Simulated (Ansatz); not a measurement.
# ScCd2Si2: relaxing a made-up structure, part 2 of 2

Starting from a made-up structure for ScCd2Si2, the aim is the relaxed cell, its shortest contacts and, where a second run follows, its electronic structure.

Ansatz 0.2.0; DFT, PBE, plane-wave PAW, files of the set soft_1, scalar-relativistic, no spin, cell and ions relaxed at zero pressure; PAW set soft_1 (the session's first sound run).

So far: The starting structure; Relaxing cell and atoms. The relaxed cell has a = 4.065, c = 12.187 Å (conventional setting).

**3. Electronic structure of the relaxed cell**

A second self-consistent run takes a narrower smearing and the mesh shown in its input; the bands follow along the standard path of the relaxed lattice.

This step: DFT, PBE, plane-wave PAW, files of the set soft_1, scalar-relativistic, no spin, bands and density of states at the relaxed cell; PAW set soft_1 (Ansatz 0.2.0).

Input file input.yaml:

```yaml
crystal:
  lattice:
    - [-2.0326335502, 2.0326335502, 6.0933661165]
    - [2.0326335502, -2.0326335502, 6.0933661165]
    - [2.0326335502, 2.0326335502, -6.0933661165]
  atoms:
    - { symbol: Cd, position: [0.25, 0.75, 0.5] }
    - { symbol: Cd, position: [0.75, 0.25, 0.5] }
    - { symbol: Sc, position: [0.0, 0.0, 0.0] }
    - { symbol: Si, position: [0.4059008145, 0.4059008145, 0.0] }
    - { symbol: Si, position: [0.5940991855, 0.5940991855, 0.0] }
kpoints:
  mp_grid: { grid: [10, 10, 10] }
  band_path:
    path:
      - [[0.0, 0.0, 0.0], [-0.5, 0.5, 0.0], [-0.5, 0.5, -0.05563827], [-0.27781914, 0.27781914, -0.27781914], [0.0, 0.0, 0.0], [0.5, 0.5, -0.5], [0.27781914, 0.72218086, -0.72218086], [0.0, 0.5, -0.5], [-0.25, 0.75, -0.25], [0.05563827, 0.94436173, -0.5], [0.5, 0.5, -0.5]]
      - [[-0.5, 0.5, 0.0], [-0.25, 0.75, -0.25]]
    npoints: 7
scf:
  occupations: { method: fermi_dirac, width: 0.03 }
  n_extra_bands: 9
hamiltonian:
  xc: pbe
  pseudopotentials: { kind: paw, azcp: { folder: soft_1 } }
output:
  forces: true
  stress: true
  write_bands: true
  dos: { projected: true }
  write_density: true
  write_potential: true
  elf: true
  volumetric_format: npy
```

Started as:

```
$ ansatz run input.yaml --threads 4 --pin off --max-ram 8192MiB --backend cpu --events-out ev --progress --plain --runs-dir out
```

Numbers of over 12 decimals in the logs are rounded to 6 here.

Output:

```text
[...]
Crystal: 5 atoms, lattice volume = 100.701 Å³
Basis set: ecut = 420 eV, 1985 PW (Γ), exchange–correlation on 96×96×96 points (8 copies of the dense FFT grid, shifted against one another)
Bands: 39, of which v1, the nominal top of the filled ones, is band 30 counted from 1 (29 counted from 0)
Symmetry: 16 space group operations
[...]
k-points: 102 of 1000
[...]
SCF iter   1: F=—  HF=-19918.419747 eV  |F-HF|=—  |Δ(HF+E_count)|=         —  Δρ=5.25e-2  dr2=1.03e1  ethr=3.10e-3  ⟨swp⟩=6.4  Hψ=15880  notcnv=0
[...]
SCF iter   9: F=-19916.457518 eV  HF=-19916.457518 eV  |F-HF|=1.72e-9  |Δ(HF+E_count)|=   2.59e-8  Δρ=3.25e-6  dr2=1.68e-8  ethr=1.69e-10  ⟨swp⟩=14.5  Hψ=25053  notcnv=0
SCF 1 converged in 9 iterations: F = -19916.457518 eV  dr2 = 1.68e-8
[...]
NSCF: frozen V_eff on 79 k-points
SCF converged after 9 iterations
Free energy (F): -19916.457518 eV
[...]
Internal energy: -19916.452799 eV  (E = F + TS)
E sigma→0 (E₀):  -19916.455159 eV
Entropy (-TS):   -0.004719 eV (-0.944 meV/atom)
Fermi energy:    11.732115 eV
[...]
--- Forces (eV/Å), atoms counted from 1 ---
  atom   1  Cd     0.00000000    -0.00000000    -0.00000000
  atom   2  Cd    -0.00000000    -0.00000000     0.00000000
  atom   3  Sc    -0.00000000     0.00000000     0.00000000
  atom   4  Si    -0.00000000    -0.00000000     0.03821083
  atom   5  Si     0.00000000    -0.00000000    -0.03821083
  max |Σ_I F_I| component: 7.98e-17 eV/Å
--- Stress (GPa, compression-positive) ---
       -0.163738      -0.000000      -0.000000
       -0.000000      -0.163738       0.000000
       -0.000000       0.000000       0.382446
  P = ⅓ Tr σ = 0.0183 GPa (0.183 kbar)
--- Band table (eV; the first three rows and the last of 102) ---
  k-point 0: bands = [... 26 lower, 10.4134, 10.9757, 10.9757, 11.0447, 12.7516, 12.9352, 13.7668, 13.8572, ... 5 higher]
  k-point 1: bands = [... 26 lower, 10.0028, 10.1439, 10.1851, 12.0763, 12.8130, 13.1559, 13.1893, 13.5590, ... 5 higher]
  k-point 2: bands = [... 26 lower, 9.1522, 9.2603, 9.5221, 12.6765, 12.9075, 12.9587, 13.3277, 13.4016, ... 5 higher]
  k-point 101: bands = [... 26 lower, 9.8505, 10.7229, 11.0301, 11.9899, 11.9899, 12.7297, 12.7413, 13.8092, ... 5 higher]
```

Elapsed: 8.9 s, on 4 threads of Arm Neoverse V2, shared host; peak memory 0.66 GiB.

The column dr2 measures how far the density is from self-consistency, as an energy; F and HF (Harris–Foulkes) agree once it is small.

This step gave:

* free energy: -19916.4575 eV
* energy at zero smearing: -19916.4552 eV
* smearing term TS: 0.004719 eV
* pressure: 0.01832 GPa

bands.tsv at the labelled points (eV, zero at the Fermi level; the bands that come nearest the Fermi level along the path):

```
point  band 27  band 28  band 29  band 30  band 31  band 32  band 33  band 34
    Γ    -1.32    -0.76    -0.76    -0.69     1.02     1.20     2.03     2.13
    X    -3.85    -3.83    -2.56    -0.34     0.20     0.31     1.40     1.79
    Y    -3.68    -3.52    -2.50    -0.41     0.21     0.34     1.61     1.82
    S    -3.41    -1.89    -0.48     0.77     0.96     1.57     1.61     1.62
    Γ    -1.32    -0.76    -0.76    -0.69     1.02     1.20     2.03     2.13
    Z    -1.88    -1.01    -0.70     0.26     0.26     1.00     1.01     2.08
   S1    -3.41    -1.89    -0.48     0.77     0.96     1.57     1.61     1.62
    N    -1.99    -1.86    -1.50     0.92     1.04     1.30     1.64     1.75
    P    -3.85    -3.09    -3.09    -0.96     0.88     0.88     1.74     1.77
   Y1    -3.68    -3.52    -2.50    -0.41     0.21     0.34     1.61     1.82
    Z    -1.88    -1.01    -0.70     0.26     0.26     1.00     1.01     2.08
    X    -3.85    -3.83    -2.56    -0.34     0.20     0.31     1.40     1.79
    P    -3.85    -3.09    -3.09    -0.96     0.88     0.88     1.74     1.77
```

Counts of states for the cell as run, both spins, by energy window (eV from the Fermi level):

| from | to | total |
| --- | --- | --- |
| -8 | -7 | 0.89 |
| -7 | -6 | 0.81 |
| -6 | -5 | 1.01 |
| -5 | -4 | 1.56 |
| -4 | -3 | 2.05 |
| -3 | -2 | 2.44 |
| -2 | -1 | 1.79 |
| -1 | 0 | 2.01 |
| 0 | 1 | 3.24 |
| 1 | 2 | 5.92 |
| 2 | 3 | 3.52 |

A further 46.4 states lie below the table's range.

Valence density in the ab plane of the cell as run, not the conventional one, at fractional z = 0.000, with atoms of Sc and Si within 0.2 Å of it. It is the smooth field of the valence electrons, not physical close to the nuclei.

Values in e/Å³, 10 rows by 16 columns, each cell a mean:
```
5.8 5.0 1.4 0.2 0.1 0.1 0.1 0.2 0.2 0.2 0.1 0.1 0.1 0.1 0.4 2.6
0.5 1.0 0.7 0.2 0.1 0.2 0.2 0.2 0.2 0.2 0.1 0.1 0.1 0.1 0.1 0.1
0.1 0.1 0.1 0.2 0.2 0.2 0.3 0.4 0.3 0.3 0.2 0.2 0.1 0.1 0.1 0.1
0.1 0.1 0.2 0.2 0.3 0.3 0.3 0.4 0.3 0.2 0.3 0.3 0.2 0.1 0.1 0.1
0.2 0.2 0.2 0.3 0.4 0.3 0.4 0.5 0.5 0.3 0.2 0.3 0.3 0.2 0.2 0.2
0.2 0.2 0.2 0.2 0.3 0.3 0.2 0.3 0.5 0.4 0.4 0.4 0.3 0.2 0.2 0.2
0.1 0.1 0.1 0.1 0.2 0.3 0.3 0.2 0.3 0.4 0.3 0.2 0.2 0.2 0.1 0.1
0.1 0.1 0.1 0.1 0.1 0.2 0.2 0.3 0.3 0.3 0.2 0.2 0.2 0.2 0.2 0.1
0.7 0.1 0.1 0.1 0.1 0.1 0.2 0.2 0.2 0.2 0.2 0.1 0.2 0.6 1.7 1.9
6.3 2.3 0.3 0.1 0.1 0.1 0.2 0.2 0.2 0.2 0.1 0.1 0.1 0.4 2.9 7.0
```
Columns run along a (6.7 Å), rows up along b (6.7 Å). Atoms in or near the plane, at fractional coordinates: Sc at (0.00, 0.00), Si at (0.41, 0.41), Si at (0.59, 0.59).

ELF in the ab plane of the cell as run, not the conventional one, at fractional z = 0.000, with atoms of Sc and Si within 0.2 Å of it. It is the smooth field of the valence electrons, not physical close to the nuclei.

Ten even steps from '0' (0.07) to '9' (0.78), each cell a mean:
```
2583023322122210057
8885024543221111005
3563026876422111000
0010027999853111110
1111247998876311111
2356667886566632112
2468988886565763212
2358998998555686321
1247986689855698522
1225885558997899632
2123676665898999753
2212366555788788753
2211135777898643322
0111113589998510000
0001111347898500331
4000111223566401687
7610122222234301685
1750022221222210482
```
Columns run along a (6.7 Å), rows up along b (6.7 Å). Atoms in or near the plane, at fractional coordinates: Sc at (0.00, 0.00), Si at (0.41, 0.41), Si at (0.59, 0.59).

Electrostatic potential energy in the ab plane of the cell as run, not the conventional one, at fractional z = 0.000, with atoms of Sc and Si within 0.2 Å of it. With pseudopotentials it is smooth inside the atoms' cores, unlike the true potential.

Values in eV, 10 rows by 16 columns, each cell a mean:
```
-28 -29 -15   5  12  13  13  12  11  11  12  13  13  10   1 -18
 -1  -8  -5   4  10  12  11  10  10  11  12  13  14  14  12   8
 12  11  10  10  11  11   7  -7 -13  -5   6  12  13  14  14  13
 13  13  12  10   9   9   8  -9 -21  -8 -16  -2  10  12  12  12
 11  12  11   6  -9 -16  -9   1  -9 -15 -15 -21   1  11  11  10
 11  11  11   9  -8 -19  -5 -17  -6   3  -4  -7   3  10  12  12
 13  13  13  13   9  -5 -15 -17 -22   1  10  11  11  11  13  13
 12  13  14  14  13  12   7  -1  -3   4  10  11  10   7   7  10
 -4   8  12  14  14  13  12  11  11  12  12  12   7  -4 -17 -15
-28 -17   3  11  13  13  12  10  10  12  13  13  10   0 -23 -29
```
Columns run along a (6.7 Å; values clipped at the 3rd and 97th percentile), rows up along b (6.7 Å). Atoms in or near the plane, at fractional coordinates: Sc at (0.00, 0.00), Si at (0.41, 0.41), Si at (0.59, 0.59).

**4. What came out**

| Quantity | Value |
| --- | --- |
| space group, relaxed | I4/mmm |
| conventional cell | a = 4.065, b = 4.065, c = 12.187 Å; α = 90.0°, β = 90.0°, γ = 90.0° |
| volume per atom | 20.14 Å³ (guess 18.93) |

**Reading.** ScCd2Si2 relaxes to I4/mmm with a = 4.065, b = 4.065 and c = 12.187 Å. The guessed volume was 6 % too small. The space group I4/mmm was held in the relaxation, so the end point is a stationary structure within it and may be a saddle against distortions or other arrangements. Bands cross the Fermi level, so it is a metal or semimetal at this level. The electron count is odd, which forces that without spin polarisation or a larger cell. On the 10×10×10 mesh with the narrower smearing (relaxed on 9×9×9) the largest force component is 0.038 eV/Å and the largest stress component is 0.382 GPa, against the relaxation's thresholds of 0.015 eV/Å and 0.05 GPa. The cutoff wasn't tested. A vector of the cell changed its length by 9 %, more than the volume shows. No dispersion term is used, so weakly bound directions may come out too long. Nothing here tests whether the compound is stable against decomposition.

[Logs are printed without paths, hosts, clocks, repeated set-up lines and the standing remarks that a program may print on its own settings, such as how far it seeks lower states.]

[Hosts, paths, dates, database ids (printed as entryN), source tags and the programs' standing remarks are cut or masked in the printed files.]
